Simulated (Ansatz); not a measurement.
# Quasi-harmonic thermodynamics of GaAs (F-43m), part 3 of 3

Aim: the lattice, expansion, heat capacity and bulk modulus of GaAs as it warms.

Experimental results on record:
- volume expansion coefficient 16.2 1e-6/K, heat capacity C_P per formula unit 46.8 J/mol/K and bulk modulus 74.8 GPa near room temperature (given in “High-Throughput Prediction of Finite-Temperature Properties using the Quasi-Harmonic Approximation”, 2016, arXiv:1603.06924)

Ansatz 0.2.0; DFT LDA, scalar-relativistic, plane waves, PAW.

So far, principal linear expansion coefficients at 298 K (× 1e-6/K): step 6 (phonons on strained cells) 6.23. Also isothermal bulk modulus at 298 K (GPa): step 6 71.2. The relaxed cell has a = 5.603 Å (conventional setting).

## (8) Phonons on strained cells, cutoff 487.2 eV

The study relaxes the crystal at several strains, solves the phonons on some of them and minimises the free energy at each temperature (static energy, vibrations, the electrons in a metal, and PV under a set pressure); the q-mesh sets how far the force constants reach.

Input file input.yaml:

```yaml
crystal:
  lattice:
    - [0.0, 2.8015748683, 2.8015748683]
    - [2.8015748683, 0.0, 2.8015748683]
    - [2.8015748683, 2.8015748683, 0.0]
  atoms:
    - { symbol: Ga, position: [0.0, 0.0, 0.0] }
    - { symbol: As, position: [0.25, 0.25, 0.25] }
kpoints:
  mp_grid: { grid: [12, 12, 12] }
hamiltonian:
  xc: lda
scf:
  occupations: { method: fixed }
output:
  eigenvalues: true
phonons:
  method: dfpt
  qmesh: [4, 4, 4]
  temperatures: { t_max: 800.0, t_step: 50 }
  thermal_expansion: {}
```

Started as:

```console
> ansatz run input.yaml --threads 4 --pin off --max-ram 16384MiB --backend cpu --events-out ev --progress --plain --runs-dir out
```

Numbers of over 12 decimals in the logs are rounded to 6 here.

Output:

```text
Warning: phonons: the dynamical matrix that this run interpolates holds no multipole term above the dipole-dipole one, and a site of this crystal is no centre of inversion, so its interpolated transverse optical and acoustic branches and sound speeds can stay off near Gamma, and the density of states and the thermodynamics with them. What a run solves at a wave vector of phonons.qpoints, Gamma apart, where the deck admits one, is free of this, and under fd what a larger phonons.supercell samples
The last accepted step is kept in <dir> (removed where the run ends without a failure and the disk answers)
Engine: ansatz 0.2.0, aarch64-unknown-linux-gnu
Pseudopotentials: kind: paw
Pseudopotential: Ga, paw, valence charge 13, recommended cutoff 420 eV (normal), Ga.paw.azcp
Pseudopotential: As, paw, valence charge 15, recommended cutoff 420 eV (normal), As.paw.azcp
Functional definition: SPW92
  exchange = slater_x
  correlation = pw_c
Crystal: 2 atoms, lattice volume = 43.978 Å³
Basis set: ecut = 487.2 eV, 1067 PW (Γ), exchange–correlation on 60×60×60 points (8 copies of the dense FFT grid, shifted against one another)
Bands: 18, of which v1, the nominal top of the filled ones, is band 14 counted from 1 (13 counted from 0)
Symmetry: 24 space group operations
Space group: F-43m (ITA 216), of the structure as read, at distance tolerance 3.5e-5 Å
k-points: 72 of 1728 (time reversal used)
Non-local potential: Ga, projectors of the file, l = 0: 2, l = 1: 2, l = 2: 3, l = 3: 1
Non-local potential: As, projectors of the file, l = 0: 2, l = 1: 2, l = 2: 3, l = 3: 1
PAW form: soft (Blöchl's): semilocal exchange-correlation on the pseudo side does not see the compensation charge
PAW frozen core: Ga, regenerated for the run's functional, and the local potential with it (the file was generated under x = pbe(κ = 0.804, μ = 0.219515), c = pbe(β = 0.066725))
PAW frozen core: As, regenerated for the run's functional, and the local potential with it (the file was generated under x = pbe(κ = 0.804, μ = 0.219515), c = pbe(β = 0.066725))
PAW one-centre angular grid: Ga, 590 points (default); XC on 64 Gauss nodes
PAW one-centre angular grid: As, 590 points (default); XC on 64 Gauss nodes
Initial density: superposition of atomic densities (neutral atoms: chi_scale 0, normalization atom), corrected by the library's trained network
Initial wavefunctions: pseudopotential atomic-orbital guess
Functional: x = slater, c = lda
SCF iter   1: F=—  HF=-8481.302177 eV  |F-HF|=—  |Δ(HF+E_count)|=         —  Δρ=5.15e-3  dr2=7.67e-3  ethr=1.77e-3  ⟨swp⟩=4.8  Hψ=5404  notcnv=0  defer=130
preconditioner: auto → none  [insulator: Δε(μ)=0.460 eV  Ē_g=15.597 eV  n_scr=14 (ndim 8)  ℏωp=23.8 eV  f_vac=0.079  ε∞_Penn≈3.3]
[...]
SCF iter   8: F=-8481.298850 eV  HF=-8481.298850 eV  |F-HF|=1.82e-11  |Δ(HF+E_count)|=  1.27e-11  Δρ=1.96e-7  dr2=8.94e-12  ethr=1.00e-12  ⟨swp⟩=5.4  Hψ=7654  notcnv=0
SCF 1 converged in 8 iterations: F = -8481.298850 eV  dr2 = 8.94e-12
[...]
relax step   1: F+E_penalty+E_count = -8481.29885028 eV  Δ(F+E_penalty+E_count) = +0.000e0 eV  max|allowed force component| = 1.480e-16 eV/Å  Δτ_max = 0.0000 Å  (8 SCF iters, accepted)
SCF converged after 8 iterations
Free energy (F): -8481.298850 eV
Harris-Foulkes:  -8481.298850 eV  (|F-HF|=1.82e-11)
Internal energy: -8481.298850 eV  (E = F + TS)
E sigma→0 (E₀):  -8481.298850 eV
Fermi energy:    8.239243 eV
--- Per-component energies (eV) ---
  E_band       = -315.055981
  E_kinetic    = 220.884003
  E_local      = -3887.715526  (includes V_loc(G=0)·N_el)
  E_nonlocal   = -238.342109
  E_hartree    = 1958.303316
  E_xc         = -148.316791
  E_vxc        = -138.899379  (∫ρ·V_xc dr)
  E_paw        = -3666.840334  (= ΣΔE_a)
  E_vpaw       = -187.589320  (= ΣTr[D̂ρ^β])
  E_aug_tail   = -0.000063  (compensation charges beyond the density's cutoff)
  E_ewald      = -2723.075057
  E_core_change = 3.803710  (= ΣΔE_core)
  E_smearing   = -0.000000  (= −TS)
  E_closure    = 0.000000  (closes the sum)
  Σ components = -8481.298850   (vs F -8481.298850, Δ=0.00e0)
--- Forces (eV/Å), atoms counted from 1 ---
  atom   1  Ga     0.00000000    -0.00000000     0.00000000
  atom   2  As    -0.00000000     0.00000000     0.00000000
  max |Σ_I F_I| component: 2.59e-16 eV/Å
--- Stress (GPa, compression-positive) ---
        0.002186      -0.000000      -0.000000
        0.000000       0.002186       0.000000
       -0.000000       0.000000       0.002186
  P = ⅓ Tr σ = 0.0022 GPa (0.022 kbar)
--- Band table (eV; the first three rows and the last of 72) ---
  k-point 0: bands = [... 10 lower, -4.7393, 8.2392, 8.2392, 8.2392, 8.7266, 11.9348, 11.9348, 11.9348]
  k-point 1: bands = [... 10 lower, -4.6543, 6.9862, 8.1200, 8.1200, 9.5855, 12.0886, 12.1099, 12.1099]
  k-point 2: bands = [... 10 lower, -4.4068, 5.4507, 7.8412, 7.8412, 9.8353, 12.4991, 12.4991, 12.8995]
  k-point 71: bands = [... 10 lower, -2.0650, 1.4380, 4.5563, 4.7471, 12.8927, 12.9013, 13.6279, 14.2081]
── thermal expansion: 3 new cells, 3 in all ──
thermal expansion: relaxation of cell 2
thermal expansion: relaxation of cell 3
── thermal expansion: 2 new cells, 5 in all ──
thermal expansion: relaxation of cell 4
thermal expansion: lower-state search of cell 4
thermal expansion: electrons of cell 4
thermal expansion: phonons of cell 4
thermal expansion: relaxation of cell 5
thermal expansion: electrons of cell 1
thermal expansion: electrons of cell 2
thermal expansion: electrons of cell 3
thermal expansion: electrons of cell 5
thermal expansion: phonons of cell 5
── thermal expansion: 5 new cells, 10 in all ──
thermal expansion: relaxation of cell 6
thermal expansion: relaxation of cell 7
thermal expansion: relaxation of cell 8
thermal expansion: relaxation of cell 9
thermal expansion: relaxation of cell 10
thermal expansion: electrons of cell 6
thermal expansion: electrons of cell 7
thermal expansion: electrons of cell 8
thermal expansion: electrons of cell 9
thermal expansion: electrons of cell 10
thermal expansion: phonons of cell 6
thermal expansion: phonons of cell 7
```

Wall time 26 min (4 threads of Arm Neoverse V2, shared host); peak memory 3.8 GiB.

The run was cut off at its time limit.

The program's message: “Warning: rende”

## (9) Outcome

| Quantity | Value |
| --- | --- |
| settings of these figures | LDA, 550 eV, k 12×12×12, q 4×4×4 |
| volume expansion coefficient at 298 K | 18.68 1e-6/K |
| C_P at 298 K | 23.29 J/mol-atom/K |
| entropy at 298 K | 32.68 J/mol-atom/K |
| isothermal bulk modulus at 298 K | 71.18 GPa |
| Grüneisen parameter at 298 K | 0.7645 |
| volume at 298 K | 22.14 Å³/atom |
| principal linear expansion coefficients at 298 K | 6.226, 6.226, 6.226 1e-6/K |

Near room temperature GaAs expands by 18.7 × 10⁻⁶/K in volume by LDA, with C_P = 23.3 J/(mol K) per mole of atoms and B_T = 71.2 GPa. C_P at room temperature is 93 % of the classical 3R an atom. A measured volume expansion coefficient near room temperature is 16.2 1e-6/K (arXiv:1603.06924); the calculated 18.7 1e-6/K differs by +15 %. A measured bulk modulus near room temperature is 74.8 GPa (arXiv:1603.06924); the calculated 71.2 GPa differs by -5 %. The table does not say whether its value is isothermal or adiabatic. A measured heat capacity per formula unit near room temperature is 46.8 J/mol/K (arXiv:1603.06924); the calculated 46.6 J/mol/K agrees within half a per cent. The interpolation has no quadrupole term, so branches near the zone centre are less sure, since this crystal has sites that are not centres of inversion. The PAW files were made for PBE and are used here under another functional, for which the program regenerates the frozen cores.

[Logs are printed without paths, hosts, clocks, repeated set-up lines and the standing remarks that a program may print on its own settings, such as how far it seeks lower states.]

[Hosts, paths, dates, database ids (printed as entryN), source tags and the programs' standing remarks are cut or masked in the printed files.]

[A step with changed settings may run another functional than the one named; its input shows which.]
